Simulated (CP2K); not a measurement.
The C K edge of piperazine was computed by TDDFT (CP2K XAS_TDP, aug-cc-pVDZ, TDA) at these levels: PBEh(45%), PBEh(45%) + GW2X and PBEh(60%). The first three lines of C1 (bonded to C, N and 2 H) with a strength over 0.0015, energy in eV and strength:

| run | first | second | third |
| --- | --- | --- | --- |
| 1 | 290.31 (0.013) | 290.70 (0.015) | 291.33 (0.004) |
| 2 | 284.31 (0.013) | 284.70 (0.015) | 285.33 (0.004) |
| 3 | 289.00 (0.024) | 289.39 (0.032) | 290.23 (0.017) |

Question: Which run is which?

Run 1: PBEh(45%) + GW2X (45 % exact exchange). Run 2: PBEh(45%) (45 % exact exchange). Run 3: PBEh(60%) (60 % exact exchange). Self-interaction lifts the core level, so the uncorrected lines rise with the share of exact exchange. The GW2X run keeps the spacings of its parent: 0.39 eV between the first two lines in run 1, 0.39 eV in run 2. Its shift is +6.00 eV, since the Kohn–Sham level at this share of exchange lies that far above the quasiparticle level.

[Hosts, paths, dates, database ids (printed as entryN), source tags and the programs' standing remarks are cut or masked in the printed files.]
